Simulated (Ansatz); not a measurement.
# (BaO)1(AgBr)3 [001] superlattice, started as rocksalt type: the cell at rest

Wanted: the relaxed cell of (BaO)1(AgBr)3 [001] superlattice, started as rocksalt type.

Main program and level: Ansatz 0.2.0; DFT PBEsol, scalar-relativistic, plane waves, PAW.

The structure was built from a prototype and need not be the compound's stable phase.

## (1) The starting structure

The structure is tetragonal, space group P4/mmm (No. 123). The conventional cell has a = 4.039 Å, b = 4.039 Å, c = 11.425 Å, α = 90.00°, β = 90.00°, γ = 90.00°. Nearest to Ag lie 5 Br at 2.86 Å and 1 O at 2.86 Å. Nearest to Ag lie 6 Br at 2.86 Å. Nearest to Ba lie 2 Br at 2.86 Å and 4 O at 2.86 Å. Nearest to Br lie 5 Ag at 2.86 Å and 1 Ba at 2.86 Å. Br has 6 Ag at 2.86 Å nearest. Nearest to O lie 2 Ag at 2.86 Å and 4 Ba at 2.86 Å. Farther neighbours and most contacts between anions are not listed.

## (2) A coarse first look

A quick single point on a coarse mesh tells whether the cell has a gap and how far it is from rest, which sets the k mesh and smearing that follow.

input.yaml reads:

```yaml
crystal:
  lattice:
    - [2.85625, 2.85625, 0.0]
    - [-2.85625, 2.85625, 0.0]
    - [0.0, 0.0, 11.425]
  atoms:
    - { symbol: Ag, position: [0.5, 0.5, 0.25] }
    - { symbol: Ag, position: [0.0, 0.0, 0.5] }
    - { symbol: Ag, position: [0.5, 0.5, 0.75] }
    - { symbol: Ba, position: [0.0, 0.0, 0.0] }
    - { symbol: Br, position: [0.0, 0.0, 0.25] }
    - { symbol: Br, position: [0.5, 0.5, 0.5] }
    - { symbol: Br, position: [0.0, 0.0, 0.75] }
    - { symbol: O, position: [0.5, 0.5, 0.0] }
kpoints:
  mp_grid: { grid: [4, 4, 2] }
hamiltonian:
  xc: pbesol
scf:
  occupations: { method: gaussian, width: 0.1 }
output:
  forces: true
  stress: true
  eigenvalues: true
```

On the command line:

```bash
ansatz run input.yaml --threads 8 --pin off --max-ram 14336MiB --backend cpu --events-out ev --progress --plain --runs-dir out
```

Numbers of over 12 decimals in the logs are rounded to 6 here.

The program printed:

```text
Engine: ansatz 0.2.0, aarch64-unknown-linux-gnu
Pseudopotentials: kind: paw
Pseudopotential: Ag, paw, valence charge 19, recommended cutoff 420 eV (normal), Ag.paw.azcp
Pseudopotential: Ba, paw, valence charge 10, recommended cutoff 420 eV (normal), Ba.paw.azcp
Pseudopotential: Br, paw, valence charge 7, recommended cutoff 420 eV (normal), Br.paw.azcp
[...]
k-point 0: bands = [... 43 lower, 6.2805, 7.3544, 8.3811, 8.3811, 8.6010, 9.8017, 10.7979, 11.7450, ... 4 higher]
  k-point 1: bands = [... 43 lower, 6.2108, 7.2428, 8.3801, 8.3801, 9.5884, 9.6678, 10.1891, 11.7450, ... 4 higher]
  k-point 2: bands = [... 43 lower, 7.0768, 7.7054, 7.9491, 7.9896, 10.3433, 10.9621, 11.4380, 12.7683, ... 4 higher]
  k-point 11: bands = [... 43 lower, 6.3408, 7.4460, 8.4868, 8.4868, 10.1188, 10.2635, 10.5722, 12.4674, ... 4 higher]
[key lines of the parts left out:]
SCF converged after 9 iterations
Free energy (F): -37202.673757 eV
Fermi energy:    8.580738 eV
P = ⅓ Tr σ = -0.5899 GPa (-5.899 kbar)
```

It took 1.5 s on 8 threads of Arm Neoverse V2, shared host; peak memory 0.78 GiB.

A gap read on the k-mesh alone can miss the band edges.

Numbers from this step:

| Item | Value |
| --- | --- |
| pressure | -0.5899 GPa |
| volume per atom | 23.30 Å³ |
| gap on the k-mesh | 0.1136 eV |
| direct gap on mesh | 0.2199 eV |

The coarse mesh shows a gap of 0.11 eV and a pressure of -0.6 GPa.

## (3) Rough relaxation

A rough relaxation comes first, because large forces or stress need no tight tolerances yet.

Edit input.yaml of step 2 so:

```diff
@@ -15,3 +15,3 @@
 kpoints:
-  mp_grid: { grid: [4, 4, 2] }
+  mp_grid: { grid: [6, 6, 2] }
 hamiltonian:
@@ -24 +24,6 @@
   eigenvalues: true
+relax:
+  adjacent_minimum: "off"
+  f_tol: 0.05
+  max_steps: 80
+  cell: { stress_tol: 0.5 }
```

The program printed:

```text
[...]
Crystal: 8 atoms, lattice volume = 186.414 Å³
Basis set: ecut = 420 eV, 3679 PW (Γ), exchange–correlation on 54×54×160 points (8 copies of the dense FFT grid, shifted against one another)
Bands: 57, of which v1, the nominal top of the filled ones, is band 47 counted from 1 (46 counted from 0)
Symmetry: 16 space group operations
[...]
k-points: 20 of 72
[...]
- [2.719201, 2.719201, 0.0]
    - [-2.719201, 2.719201, 0.0]
    - [0.0, 0.0, 12.393123]
  atoms:
    - { symbol: Ag, position: [0.5, 0.5, 0.188071] }
    - { symbol: Ag, position: [0, 0, 0.5] }
    - { symbol: Ag, position: [0.5, 0.5, 0.811929] }
    - { symbol: Ba, position: [0, 0, 0.0] }
    - { symbol: Br, position: [0, 0, 0.256940] }
    - { symbol: Br, position: [0.5, 0.5, 0.5] }
    - { symbol: Br, position: [0, 0, 0.743060] }
    - { symbol: O, position: [0.5, 0.5, 0.0] }
[key lines of the parts left out:]
SCF converged after 6 iterations
Free energy (F): -37203.809814 eV
Fermi energy:    9.480385 eV
P = ⅓ Tr σ = -0.3119 GPa (-3.119 kbar)
```

It took 17 s on 8 threads; peak memory 0.86 GiB.

The steps of the relaxation:

| step | energy less that of the first step (eV) | largest force component (eV/Å) | pressure (GPa) | volume (Å³) |
| --- | --- | --- | --- | --- |
| 1 | 0.0000 | 1.8723 | -0.68 | 186.41 |
| 2 | -0.5688 | 0.4550 | -1.30 | 184.77 |
| 3 | -0.7902 | 0.4443 | 0.34 | 177.71 |
| 4 | -0.9661 | 0.3296 | 0.70 | 176.01 |
| 5 | -1.0715 | 0.1225 | 0.67 | 177.14 |
| 6 | -1.1091 | 0.0376 | -0.33 | 183.27 |
| 7* | -1.1120 | 0.0381 | -0.31 | 183.27 |

Relaxation steps marked * repeat the geometry before them on a plane-wave basis chosen anew for their cell, so energy and pressure can jump there.

Forces are held to the 16 operations that the run works with; a distortion that breaks them can't arise in this run.

```csv
"conventional cell, symmetrised",before,after,change
a (Å),4.039,3.846,-4.8 %
b (Å),4.039,3.846,-4.8 %
c (Å),11.425,12.393,+8.5 %
volume (Å³/atom),23.30,22.91,-1.7 %
```

The atoms that moved most (Å, as changes of fractional coordinates times the final cell):

```csv
atom,dx,dy,dz,length
Ag1,0.000,0.000,-0.767,0.767
Ag3,0.000,0.000,0.767,0.767
Br7,0.000,0.000,-0.086,0.086
Br5,0.000,0.000,0.086,0.086
```

Final coordinates:

```cif
data_structure
_symmetry_space_group_name_H-M 'P 1'
_symmetry_Int_Tables_number 1
_cell_length_a 3.8455
_cell_length_b 3.8455
_cell_length_c 12.3931
_cell_angle_alpha 90.000
_cell_angle_beta 90.000
_cell_angle_gamma 90.000
_cell_volume 183.27
loop_
_atom_site_label
_atom_site_type_symbol
_atom_site_fract_x
_atom_site_fract_y
_atom_site_fract_z
_atom_site_occupancy
Ag1 Ag 0.50000 0.50000 0.18807 1
Ag2 Ag 0.00000 0.00000 0.50000 1
Ag3 Ag 0.50000 0.50000 0.81193 1
Ba4 Ba 0.00000 0.00000 0.00000 1
Br5 Br 0.00000 0.00000 0.25694 1
Br6 Br 0.50000 0.50000 0.50000 1
Br7 Br 0.00000 0.00000 0.74306 1
O8 O 0.50000 0.50000 0.00000 1
```

This step gave:

```yaml
pressure: -0.3119 GPa
volume_per_atom: 22.91 Å³
gap_on_the_k_mesh: 0 eV
```

In this step the volume went from 23.30 to 22.91 Å³/atom.

## (4) Bringing the structure to rest

Harmonic phonons are second derivatives at a point where the forces vanish, and they are wanted at zero stress, so atoms and cell are relaxed first.

input.yaml reads:

```yaml
crystal:
  lattice:
    - [2.7192009582, 2.7192009582, 0.0]
    - [-2.7192009582, 2.7192009582, 0.0]
    - [0.0, 0.0, 12.3931232064]
  atoms:
    - { symbol: Ag, position: [0.5, 0.5, 0.1880711918] }
    - { symbol: Ag, position: [0.0, 0.0, 0.5] }
    - { symbol: Ag, position: [0.5, 0.5, 0.8119288082] }
    - { symbol: Ba, position: [0.0, 0.0, 0.0] }
    - { symbol: Br, position: [0.0, 0.0, 0.2569396048] }
    - { symbol: Br, position: [0.5, 0.5, 0.5] }
    - { symbol: Br, position: [0.0, 0.0, 0.7430603952] }
    - { symbol: O, position: [0.5, 0.5, 0.0] }
kpoints:
  mp_grid: { grid: [8, 8, 4] }
hamiltonian:
  xc: pbesol
scf:
  occupations: { method: gaussian, width: 0.1 }
output:
  forces: true
  stress: true
  eigenvalues: true
relax:
  adjacent_minimum: "off"
  f_tol: 0.005
  max_steps: 80
  cell: { stress_tol: 0.05 }
```

The program printed:

```text
[...]
Crystal: 8 atoms, lattice volume = 183.271 Å³
Basis set: ecut = 420 eV, 3609 PW (Γ), exchange–correlation on 54×54×180 points (8 copies of the dense FFT grid, shifted against one another)
Bands: 57, of which v1, the nominal top of the filled ones, is band 47 counted from 1 (46 counted from 0)
[... 1 set-up line as in the run before ...]
[...]
k-points: 45 of 256
[...]
SCF iter   1: F=—  HF=-37203.852104 eV  |F-HF|=—  |Δ(HF+E_count)|=         —  Δρ=8.55e-3  dr2=1.88e-1  ethr=1.77e-3  ⟨swp⟩=9.0  Hψ=11748  notcnv=0  defer=16
[...]
SCF iter   9: F=-37203.807114 eV  HF=-37203.807114 eV  |F-HF|=2.10e-8  |Δ(HF+E_count)|=   1.14e-7  Δρ=5.37e-6  dr2=4.02e-8  ethr=1.06e-10  ⟨swp⟩=13.4  Hψ=14169  notcnv=0
SCF 1 converged in 9 iterations: F = -37203.807114 eV  dr2 = 4.02e-8
[...]
relax step   1: F+E_penalty+E_count = -37203.80711408 eV  Δ(F+E_penalty+E_count) = +0.000e0 eV  max|allowed force component| = 3.544e-2 eV/Å  Δτ_max = 0.0000 Å  P = -0.317 GPa  Ω = 183.271 Å³  (9 SCF iters, dr2 threshold 1.00e-7 eV, accepted)
Crystal: 8 atoms, lattice volume = 181.479 Å³
Basis set: ecut = 420 eV, 3553 PW (Γ), exchange–correlation on 54×54×180 points (8 copies of the dense FFT grid, shifted against one another)
[...]
SCF iter   6: F=-37203.809183 eV  HF=-37203.809183 eV  |F-HF|=8.37e-8  |Δ(HF+E_count)|=   2.60e-7  Δρ=1.11e-5  dr2=2.17e-7  ethr=3.61e-10  ⟨swp⟩=12.2  Hψ=14604  notcnv=0
SCF 2 converged in 6 iterations: F = -37203.809183 eV  dr2 = 2.17e-7
relax step   2: F+E_penalty+E_count = -37203.80918284 eV  Δ(F+E_penalty+E_count) = -2.069e-3 eV  max|allowed force component| = 1.308e-2 eV/Å  Δτ_max = 0.0083 Å  P = +0.175 GPa  Ω = 181.479 Å³  energy of the carried Pulay correction = +1.044e-3 eV  (6 SCF iters, dr2 threshold 3.39e-7 eV, accepted)
Crystal: 8 atoms, lattice volume = 181.995 Å³
Basis set: ecut = 420 eV, 3569 PW (Γ), exchange–correlation on 54×54×180 points (8 copies of the dense FFT grid, shifted against one another)
[...]
SCF iter   5: F=-37203.809342 eV  HF=-37203.809342 eV  |F-HF|=7.54e-8  |Δ(HF+E_count)|=   5.99e-7  Δρ=9.48e-6  dr2=1.23e-7  ethr=1.81e-10  ⟨swp⟩=7.4  Hψ=15197  notcnv=0
SCF 3 converged in 5 iterations: F = -37203.809342 eV  dr2 = 1.23e-7
relax step   3: F+E_penalty+E_count = -37203.80934160 eV  Δ(F+E_penalty+E_count) = -1.588e-4 eV  max|allowed force component| = 1.173e-2 eV/Å  Δτ_max = 0.0020 Å  P = +0.018 GPa  Ω = 181.995 Å³  energy of the carried Pulay correction = +7.423e-4 eV  (5 SCF iters, dr2 threshold 1.70e-7 eV, accepted)
[...]
relax step   4: F+E_penalty+E_count = -37203.80928727 eV  Δ(F+E_penalty+E_count) = +5.433e-5 eV  max|allowed force component| = 2.467e-2 eV/Å  Δτ_max = 0.0079 Å  P = -0.039 GPa  Ω = 182.011 Å³  energy of the carried Pulay correction = +7.330e-4 eV  (7 SCF iters, dr2 threshold 8.59e-9 eV, rejected (line search))
[...]
relax step   5: F+E_penalty+E_count = -37203.80946602 eV  Δ(F+E_penalty+E_count) = -1.244e-4 eV  max|allowed force component| = 2.775e-3 eV/Å  Δτ_max = 0.0031 Å  P = -0.003 GPa  Ω = 181.971 Å³  energy of the carried Pulay correction = +7.564e-4 eV  (8 SCF iters, accepted)
[...]
SCF iter   7: F=-37203.808764 eV  HF=-37203.808764 eV  |F-HF|=1.46e-11  |Δ(HF+E_count)|=  2.91e-11  Δρ=1.17e-7  dr2=2.77e-11  ethr=1.00e-12  ⟨swp⟩=6.6  Hψ=11932  notcnv=0
SCF 6 converged in 7 iterations: F = -37203.808764 eV  dr2 = 2.77e-11
relax step   6: F+E_penalty+E_count = -37203.80876375 eV  Δ(F+E_penalty+E_count) = +7.023e-4 eV  max|allowed force component| = 2.772e-3 eV/Å  Δτ_max = 0.0000 Å  P = -0.007 GPa  Ω = 181.971 Å³  stress off target by 2.19e-2 GPa  SCF on the basis re-selected at this cell (its energy is not comparable with the rows above)  (7 SCF iters)
basis re-selected at this cell: Δ(F+E_penalty+E_count) = +7.023e-4 eV, ΔP = -0.004 GPa vs the last step (what re-selecting the basis moved, of the pressure what is left beyond the Pulay correction that the steps carried, after the strain that the cell walked since its last selection, with what the two solves' SCF thresholds leave and, on support functions, any second-order correction that the steps lacked; it is no m [...]
SCF converged after 7 iterations
Free energy (F): -37203.808764 eV
[...]
Internal energy: -37203.806880 eV  (E = F + TS)
E sigma→0 (E₀):  -37203.807822 eV
Entropy (-TS):   -0.001884 eV (-0.235 meV/atom)
Fermi energy:    9.602404 eV
[...]
--- Forces (eV/Å), atoms counted from 1 ---
  atom   1  Ag    -0.00000000     0.00000000     0.00277160
  atom   2  Ag    -0.00000000     0.00000000     0.00000000
  atom   3  Ag     0.00000000     0.00000000    -0.00277160
  atom   4  Ba     0.00000000    -0.00000000     0.00000000
  atom   5  Br     0.00000000     0.00000000     0.00057432
  atom   6  Br    -0.00000000    -0.00000000     0.00000000
  atom   7  Br    -0.00000000     0.00000000    -0.00057432
  atom   8  O      0.00000000    -0.00000000     0.00000000
  max |Σ_I F_I| component: 2.17e-19 eV/Å
--- Stress (GPa, compression-positive) ---
        0.000733      -0.000000      -0.000000
        0.000000       0.000733       0.000000
       -0.000000       0.000000      -0.021912
  P = ⅓ Tr σ = -0.0068 GPa (-0.068 kbar)
--- Band table (eV; the first three rows and the last of 45) ---
  k-point 0: bands = [... 43 lower, 6.7449, 7.4562, 7.4562, 7.6264, 9.1101, 10.7302, 10.9568, 10.9583, ... 6 higher]
  k-point 1: bands = [... 43 lower, 6.7503, 7.4578, 7.4578, 7.6062, 9.3402, 10.4915, 10.9583, 11.0562, ... 6 higher]
  k-point 2: bands = [... 43 lower, 6.7580, 7.4593, 7.4593, 7.5917, 9.6789, 10.1615, 10.9583, 11.1483, ... 6 higher]
  k-point 44: bands = [... 43 lower, 6.9758, 7.1809, 7.6823, 7.6823, 10.2074, 10.6836, 11.2268, 11.7042, ... 6 higher]
--- Relaxed structure (5 steps of the walk, 4 accepted, 1 SCFs on fresh bases) ---
[...]
cell:  # Å, volume = 181.9709 Å³
    - [2.715467, 2.715467, 0]
    - [-2.715467, 2.715467, 0]
    - [0, 0, 12.339079]
  atoms:
    - { symbol: Ag, position: [0.500000, 0.500000, 0.187815] }
    - { symbol: Ag, position: [0, 0, 0.5] }
    - { symbol: Ag, position: [0.500000, 0.500000, 0.812185] }
    - { symbol: Ba, position: [0, 0, 0] }
    - { symbol: Br, position: [0, 0, 0.257699] }
    - { symbol: Br, position: [0.500000, 0.500000, 0.5] }
    - { symbol: Br, position: [0, 0, 0.742301] }
    - { symbol: O, position: [0.500000, 0.500000, 0] }
```

The job ended after 28 s (8 threads; peak memory 0.98 GiB).

Relaxation path:

```csv
step,energy less that of the first step (eV),largest force component (eV/Å),pressure (GPa),volume (Å³)
1,0.0000,0.0354,-0.32,183.27
2,-0.0021,0.0131,0.18,181.48
3,-0.0022,0.0117,0.02,182.00
4,-0.0022,0.0247,-0.04,182.01
5,-0.0024,0.0028,0.00,181.97
6*,-0.0016,0.0028,-0.01,181.97
```

Relaxation steps marked * repeat the geometry before them on a plane-wave basis chosen anew for their cell, so energy and pressure can jump there. Relaxation step 4 was tried and not accepted.

Forces are held to the 16 operations that the run works with; a distortion that breaks them can't arise in this run.

```csv
"conventional cell, symmetrised",before,after,change
a (Å),3.846,3.840,-0.1 %
b (Å),3.846,3.840,-0.1 %
c (Å),12.393,12.339,-0.4 %
volume (Å³/atom),22.91,22.75,-0.7 %
```

The relaxed structure:

```cif
data_structure
_symmetry_space_group_name_H-M 'P 1'
_symmetry_Int_Tables_number 1
_cell_length_a 3.8403
_cell_length_b 3.8403
_cell_length_c 12.3391
_cell_angle_alpha 90.000
_cell_angle_beta 90.000
_cell_angle_gamma 90.000
_cell_volume 181.97
loop_
_atom_site_label
_atom_site_type_symbol
_atom_site_fract_x
_atom_site_fract_y
_atom_site_fract_z
_atom_site_occupancy
Ag1 Ag 0.50000 0.50000 0.18782 1
Ag2 Ag 0.00000 0.00000 0.50000 1
Ag3 Ag 0.50000 0.50000 0.81218 1
Ba4 Ba 0.00000 0.00000 0.00000 1
Br5 Br 0.00000 0.00000 0.25770 1
Br6 Br 0.50000 0.50000 0.50000 1
Br7 Br 0.00000 0.00000 0.74230 1
O8 O 0.50000 0.50000 0.00000 1
```

This step gave:

```yaml
pressure: -0.006815 GPa
volume_per_atom: 22.75 Å³
```

In this step the volume went from 22.91 to 22.75 Å³/atom.

## (5) Relaxing to small forces for the phonons

Phonons need a cell at rest on their own settings, so the relaxation is repeated with tight tolerances on forces and stress, using the mesh and the filling of the phonon run that follows.

input.yaml reads:

```yaml
crystal:
  lattice:
    - [2.715467395, 2.715467395, 0.0]
    - [-2.715467395, 2.715467395, 0.0]
    - [0.0, 0.0, 12.3390786467]
  atoms:
    - { symbol: Ag, position: [0.5, 0.5, 0.18781536] }
    - { symbol: Ag, position: [0.0, 0.0, 0.5] }
    - { symbol: Ag, position: [0.5, 0.5, 0.81218464] }
    - { symbol: Ba, position: [0.0, 0.0, 0.0] }
    - { symbol: Br, position: [0.0, 0.0, 0.257698579] }
    - { symbol: Br, position: [0.5, 0.5, 0.5] }
    - { symbol: Br, position: [0.0, 0.0, 0.742301421] }
    - { symbol: O, position: [0.5, 0.5, 0.0] }
kpoints:
  mp_grid: { grid: [8, 8, 4] }
hamiltonian:
  xc: pbesol
scf:
  occupations: { method: methfessel_paxton, width: 0.15 }
output:
  forces: true
  stress: true
  eigenvalues: true
relax:
  adjacent_minimum: "off"
  f_tol: 0.001
  max_steps: 60
  cell: { stress_tol: 0.01 }
```

The program printed:

```text
[...]
Crystal: 8 atoms, lattice volume = 181.971 Å³
Basis set: ecut = 420 eV, 3569 PW (Γ), exchange–correlation on 54×54×180 points (8 copies of the dense FFT grid, shifted against one another)
Bands: 57, of which v1, the nominal top of the filled ones, is band 47 counted from 1 (46 counted from 0)
[... 1 set-up line as in the run before ...]
[...]
k-points: 45 of 256
[...]
- [2.715940, 2.715940, 0.0]
    - [-2.715940, 2.715940, 0.0]
    - [0.0, 0.0, 12.327628]
  atoms:
    - { symbol: Ag, position: [0.5, 0.5, 0.188078] }
    - { symbol: Ag, position: [0, 0, 0.500000] }
    - { symbol: Ag, position: [0.5, 0.5, 0.811922] }
    - { symbol: Ba, position: [0, 0, 0] }
    - { symbol: Br, position: [0, 0, 0.257839] }
    - { symbol: Br, position: [0.5, 0.5, 0.500000] }
    - { symbol: Br, position: [0, 0, 0.742161] }
    - { symbol: O, position: [0.5, 0.5, 0] }
[key lines of the parts left out:]
SCF converged after 8 iterations
Free energy (F): -37203.808131 eV
Fermi energy:    9.618810 eV
P = ⅓ Tr σ = -0.0019 GPa (-0.019 kbar)
```

Run time: 34 s. Hardware: 8 threads; peak memory 0.97 GiB.

Little changed from the start: no atom moved by 0.005 Å and no cell edge by 0.1 %.

This step gave:

```yaml
pressure: -0.001854 GPa
volume_per_atom: 22.73 Å³
```

The largest force component left is 0.54 meV/Å and the pressure is -0.002 GPa, within the tolerances set. The cell now holds 22.73 Å³/atom.

## (6) Results

```json
{
 "space group after relaxation (within 0.01 Å)": "P4/mmm",
 "lattice constant a": "3.841 Å",
 "lattice constant b": "3.841 Å",
 "lattice constant c": "12.328 Å",
 "volume per atom": "22.7 Å³"
}
```

What this shows: The largest force component left is 0.54 meV/Å and the pressure is -0.002 GPa, within the tolerances set. The cell now holds 22.73 Å³/atom. The relaxation keeps the symmetry of its start, so it says nothing on stability against lower symmetry. Spin-orbit coupling is left out, which can matter for the heavy elements here. The starting cell was built on a prototype and not taken from a measurement, so the phase need not exist.

[Logs are printed without paths, hosts, clocks, repeated set-up lines and the standing remarks that a program may print on its own settings, such as how far it seeks lower states.]

[Hosts, paths, dates, database ids (printed as entryN), source tags and the programs' standing remarks are cut or masked in the printed files.]
